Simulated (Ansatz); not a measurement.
**(17,17) 2H-MoS2 nanotube (306 atoms): close-ups with forces and charges**

The cell holds 306 atoms: 102 Mo and 204 S. Its edges and angles: a = 44.685 Å, b = 44.732 Å, c = 9.480 Å, α = 90.0°, β = 90.0°, γ = 90.0°. It derives from MoS2 (2H-MoS2). 2H-MoS2 sheet (a = 3.16 Å) rolled into a (17,17) tube of diameter 29.62 Å, 3 periods, 12 Å of vacuum; every coordinate displaced by a Gaussian of 0.02 Å. Vacuum lies along a and b. The structure repeats along c.

Method: Kohn-Sham DFT, PBE+D4, PAW (set soft_2), plane waves (Ansatz 0.2.0; cutoff 420 eV, k-mesh 1×1×4, gaussian smearing of 0.025 eV), at the geometry as built.

The whole cell was solved; only parts of it are printed.

Local excerpt of 22 atoms (numbers count through the whole input) about Mo304, which bears the longest force; x, y, z are measured from there.

| atom | x | y | z | distance (Å) | bonds | intrinsic-atomic-orbital charge (e) | Fx | Fy | Fz (eV/Å) |
| --- | --- | --- | --- | --- | --- | --- | --- | --- | --- |
| Mo304 | 0.00 | 0.00 | 0.00 | 0.00 | 6 | 0.23 | 2.57 | 0.79 | 0.21 |
| S201 | -1.80 | -1.37 | 0.01 | 2.26 | 3 | -0.06 | -0.77 | -1.52 | -0.07 |
| S204 | -1.44 | 1.02 | -1.54 | 2.34 | 3 | -0.06 | -0.54 | -0.31 | -0.41 |
| S306 | -1.46 | 1.00 | 1.58 | 2.37 | 3 | -0.08 | -0.09 | -0.27 | 0.27 |
| S305 | 1.71 | 0.82 | 1.58 | 2.47 | 3 | -0.18 | -0.97 | 0.00 | 0.11 |
| S200 | 1.25 | -2.15 | 0.02 | 2.49 | 3 | -0.19 | -0.92 | 0.18 | -0.06 |
| S203 | 1.73 | 0.84 | -1.60 | 2.50 | 3 | -0.18 | -1.00 | 0.00 | 0.27 |
| Mo202 | 0.02 | 0.03 | -3.15 | 3.15 | 6 | 0.23 | 0.95 | -0.41 | 0.20 |
| Mo103 | 0.13 | 2.73 | -1.57 | 3.16 | 6 | 0.24 | 0.16 | 0.46 | 0.47 |
| Mo199 | -0.53 | -2.67 | -1.61 | 3.16 | 6 | 0.24 | 0.18 | 0.13 | 1.36 |
| Mo205 | 0.12 | 2.72 | 1.63 | 3.17 | 6 | 0.24 | 0.40 | 0.34 | -1.06 |
| Mo301 | -0.56 | -2.67 | 1.62 | 3.18 | 6 | 0.22 | 1.22 | 0.37 | -0.78 |
| Mo100 | 0.01 | -0.01 | 3.19 | 3.19 | 6 | 0.22 | 1.51 | 0.78 | -0.50 |
| S207 | -1.56 | 3.46 | 0.03 | 3.80 | 3 | -0.10 | 0.70 | -0.61 | -0.10 |
| S303 | -1.80 | -1.40 | 3.17 | 3.90 | 3 | -0.05 | -0.92 | -0.61 | 0.44 |
| S99 | -1.84 | -1.41 | -3.15 | 3.91 | 3 | -0.08 | 0.12 | -0.28 | -0.23 |
| S98 | 1.20 | -2.15 | -3.14 | 3.99 | 3 | -0.14 | 0.16 | 0.36 | -0.20 |
| S302 | 1.22 | -2.14 | 3.23 | 4.06 | 3 | -0.15 | -0.13 | 0.05 | -0.57 |
| S206 | 1.60 | 3.86 | 0.01 | 4.17 | 3 | -0.16 | -0.46 | -0.20 | 0.22 |
| S198 | -2.64 | -3.69 | -1.55 | 4.79 | 3 | -0.09 | 0.30 | -0.62 | 0.06 |
| S300 | -2.64 | -3.72 | 1.63 | 4.85 | 3 | -0.06 | -0.37 | 0.17 | -0.48 |
| S105 | -1.52 | 3.44 | -3.17 | 4.92 | 3 | -0.07 | -0.11 | -0.17 | 0.35 |

The column of bonds counts only the pairs S-Mo within 3.03 Å; other neighbours, such as metal atoms beside each other in a compound, aren't counted, and periodic images can show an atom twice.

The surroundings of S18, whose charge lies farthest from its element's mean, nearest first, numbered as they follow in the input and with coordinates relative to it.

| atom | x | y | z | distance (Å) | bonds | intrinsic-atomic-orbital charge (e) | Fx | Fy | Fz (eV/Å) |
| --- | --- | --- | --- | --- | --- | --- | --- | --- | --- |
| S18 | 0.00 | 0.00 | 0.00 | 0.00 | 3 | -0.04 | -0.36 | -1.02 | -0.35 |
| Mo19 | -0.82 | 2.16 | -0.05 | 2.31 | 6 | 0.23 | -0.61 | 0.73 | 0.00 |
| Mo118 | 1.53 | 0.85 | 1.52 | 2.32 | 6 | 0.22 | 0.42 | 0.72 | 0.80 |
| Mo16 | 1.51 | 0.84 | -1.59 | 2.35 | 6 | 0.21 | 1.03 | 1.47 | -0.18 |
| S123 | -2.20 | 1.01 | 1.54 | 2.87 | 3 | -0.07 | 0.00 | -0.25 | -0.03 |
| S15 | 1.98 | -1.41 | -1.57 | 2.89 | 3 | -0.07 | 0.82 | -0.89 | -0.33 |
| S117 | 1.97 | -1.45 | 1.56 | 2.90 | 3 | -0.09 | 0.68 | -0.11 | 0.09 |
| S21 | -2.26 | 1.01 | -1.62 | 2.95 | 3 | -0.07 | 1.01 | -0.66 | 0.03 |
| S17 | 1.56 | 2.70 | -0.03 | 3.12 | 3 | -0.15 | -0.29 | -0.19 | -0.14 |
| S120 | -0.02 | -0.01 | 3.13 | 3.13 | 3 | -0.08 | 0.28 | -0.38 | -0.09 |
| S222 | 0.01 | -0.04 | -3.17 | 3.17 | 3 | -0.07 | 0.02 | -0.42 | -0.47 |
| Mo13 | 3.72 | -0.85 | -0.02 | 3.81 | 6 | 0.24 | -0.49 | 0.79 | -0.20 |
| Mo121 | -0.90 | 2.17 | 3.15 | 3.93 | 6 | 0.22 | 1.24 | 0.57 | -0.94 |
| Mo223 | -0.85 | 2.12 | -3.21 | 3.94 | 6 | 0.23 | -0.49 | 1.73 | 0.46 |
| S116 | 3.98 | 0.96 | 1.55 | 4.37 | 3 | -0.15 | 0.08 | -0.09 | 0.06 |
| S122 | -1.18 | 3.93 | 1.53 | 4.38 | 3 | -0.14 | -0.29 | 0.16 | 0.20 |
| S119 | 1.57 | 2.71 | 3.10 | 4.40 | 3 | -0.17 | -0.69 | -0.29 | 0.14 |
| S221 | 1.54 | 2.67 | -3.16 | 4.41 | 3 | -0.16 | -0.21 | -0.16 | -0.40 |
| S14 | 4.02 | 0.97 | -1.63 | 4.45 | 3 | -0.18 | -0.50 | -0.31 | 0.18 |
| S20 | -1.21 | 4.00 | -1.61 | 4.48 | 3 | -0.18 | -0.20 | -0.98 | -0.34 |
| Mo124 | -3.44 | 2.99 | 1.55 | 4.81 | 6 | 0.24 | -0.56 | 0.35 | 0.21 |
| Mo22 | -3.47 | 2.95 | -1.63 | 4.84 | 6 | 0.23 | 0.09 | 1.77 | 0.50 |
| S24 | -4.60 | 1.61 | -0.02 | 4.87 | 3 | -0.07 | 0.37 | -0.36 | -0.02 |
| S12 | 3.71 | -3.16 | -0.01 | 4.87 | 3 | -0.05 | -0.02 | -0.61 | -0.19 |
| Mo115 | 3.69 | -0.84 | 3.15 | 4.93 | 6 | 0.24 | -0.66 | -0.03 | -0.41 |
| Mo217 | 3.69 | -0.82 | -3.24 | 4.97 | 6 | 0.23 | -0.05 | 0.23 | 1.32 |
| Mo220 | 1.55 | 0.87 | 4.67 | 5.00 | 6 | 0.23 | 0.12 | 0.30 | 0.94 |

The column of bonds counts only the pairs S-Mo within 3.03 Å; other neighbours, such as metal atoms beside each other in a compound, aren't counted, and periodic images can show an atom twice.

Local excerpt of 36 atoms (numbers count through the whole input) about S153, picked at random; x, y, z are measured from there.

| atom | x | y | z | distance (Å) | bonds | intrinsic-atomic-orbital charge (e) | Fx | Fy | Fz (eV/Å) |
| --- | --- | --- | --- | --- | --- | --- | --- | --- | --- |
| S153 | 0.00 | 0.00 | 0.00 | 0.00 | 3 | -0.08 | -0.04 | 0.61 | -0.19 |
| Mo52 | -1.59 | -1.72 | -0.02 | 2.34 | 6 | 0.23 | -0.37 | 0.23 | 0.14 |
| Mo151 | -1.51 | 1.02 | 1.54 | 2.39 | 6 | 0.24 | 0.18 | 0.27 | 0.67 |
| Mo49 | -1.48 | 1.07 | -1.59 | 2.42 | 6 | 0.23 | -1.02 | -1.01 | 0.01 |
| S54 | 0.06 | -2.39 | -1.61 | 2.88 | 3 | -0.08 | -0.14 | -0.01 | 0.03 |
| S156 | 0.04 | -2.42 | 1.60 | 2.90 | 3 | -0.06 | 0.23 | 0.67 | -0.29 |
| S150 | 0.36 | 2.47 | 1.54 | 2.94 | 3 | -0.07 | 0.11 | -0.51 | 0.26 |
| S48 | 0.37 | 2.45 | -1.60 | 2.96 | 3 | -0.07 | 0.34 | 0.49 | 0.16 |
| S152 | -3.12 | 0.20 | -0.02 | 3.13 | 3 | -0.14 | 0.15 | -0.08 | -0.12 |
| S51 | -0.03 | 0.04 | -3.18 | 3.18 | 3 | -0.07 | 0.28 | 0.19 | 0.00 |
| S255 | 0.00 | 0.01 | 3.19 | 3.19 | 3 | -0.07 | 0.16 | 0.65 | -0.81 |
| Mo148 | -0.91 | 3.69 | -0.01 | 3.80 | 6 | 0.22 | -0.76 | 0.67 | -0.39 |
| Mo154 | -1.59 | -1.69 | 3.15 | 3.92 | 6 | 0.22 | -0.47 | -0.31 | -0.16 |
| Mo256 | -1.61 | -1.69 | -3.18 | 3.94 | 6 | 0.24 | -0.15 | -0.50 | -0.17 |
| S254 | -3.13 | 0.21 | 3.13 | 4.43 | 3 | -0.15 | 0.17 | -0.01 | 0.09 |
| S155 | -3.08 | -2.78 | 1.57 | 4.44 | 3 | -0.17 | 0.62 | -0.29 | 0.04 |
| S53 | -3.08 | -2.79 | -1.60 | 4.45 | 3 | -0.17 | 0.55 | -0.34 | 0.01 |
| S50 | -3.16 | 0.19 | -3.15 | 4.46 | 3 | -0.18 | 0.67 | 0.34 | -0.32 |
| S47 | -2.68 | 3.22 | -1.60 | 4.48 | 3 | -0.15 | 0.23 | -0.36 | 0.13 |
| S149 | -2.72 | 3.23 | 1.56 | 4.50 | 3 | -0.17 | 0.67 | -0.62 | 0.00 |
| Mo157 | -1.16 | -4.39 | 1.58 | 4.81 | 6 | 0.22 | -0.91 | -0.47 | -0.37 |
| S159 | 0.57 | -4.79 | -0.02 | 4.82 | 3 | -0.06 | 0.23 | 0.49 | 0.21 |
| Mo55 | -1.16 | -4.41 | -1.57 | 4.82 | 6 | 0.23 | -0.33 | 0.69 | -0.85 |
| S147 | 1.17 | 4.75 | 0.01 | 4.90 | 3 | -0.06 | 0.35 | 0.02 | -0.34 |
| Mo250 | -0.92 | 3.68 | 3.13 | 4.92 | 6 | 0.23 | -0.77 | 0.47 | 0.18 |
| Mo46 | -0.93 | 3.70 | -3.17 | 4.96 | 6 | 0.22 | -0.24 | 0.48 | 0.13 |
| Mo253 | -1.46 | 1.04 | 4.70 | 5.03 | 6 | 0.22 | -1.73 | -0.31 | 0.85 |
| Mo253 | -1.46 | 1.04 | -4.78 | 5.11 | 6 | 0.22 | -1.73 | -0.31 | 0.85 |
| S258 | 0.06 | -2.44 | 4.71 | 5.30 | 3 | -0.07 | -0.02 | 0.89 | 0.24 |
| S252 | 0.36 | 2.45 | -4.74 | 5.35 | 3 | -0.06 | 0.45 | 0.29 | -0.25 |
| S252 | 0.36 | 2.45 | 4.74 | 5.35 | 3 | -0.06 | 0.45 | 0.29 | -0.25 |
| S258 | 0.06 | -2.44 | -4.77 | 5.36 | 3 | -0.07 | -0.02 | 0.89 | 0.24 |
| S57 | 0.61 | -4.76 | -3.13 | 5.73 | 3 | -0.09 | -0.52 | 0.03 | -0.59 |
| S261 | 0.60 | -4.79 | 3.12 | 5.75 | 3 | -0.08 | -0.13 | -0.03 | 0.30 |
| S249 | 1.18 | 4.69 | 3.17 | 5.78 | 3 | -0.09 | 0.00 | 1.15 | -0.27 |
| S45 | 1.17 | 4.75 | -3.21 | 5.85 | 3 | -0.06 | 0.36 | -0.10 | 0.42 |

The column of bonds counts only the pairs S-Mo within 3.03 Å; other neighbours, such as metal atoms beside each other in a compound, aren't counted, and periodic images can show an atom twice.

Length of the force by element:

| element | coordination | atoms | mean length of the force (eV/Å) | spread | least | most |
| --- | --- | --- | --- | --- | --- | --- |
| Mo | all | 102 | 1.08 | 0.432 | 0.205 | 2.69 |
| S | all | 204 | 0.619 | 0.272 | 0.110 | 1.70 |

Intrinsic-atomic-orbital charges by element:

| element | coordination | atoms | mean charge (e) | spread | least | most |
| --- | --- | --- | --- | --- | --- | --- |
| Mo | all | 102 | 0.228 | 0.0064 | 0.214 | 0.242 |
| S | all | 204 | -0.114 | 0.0466 | -0.188 | -0.0388 |

[Hosts, paths, dates, database ids (printed as entryN), source tags and the programs' standing remarks are cut or masked in the printed files.]
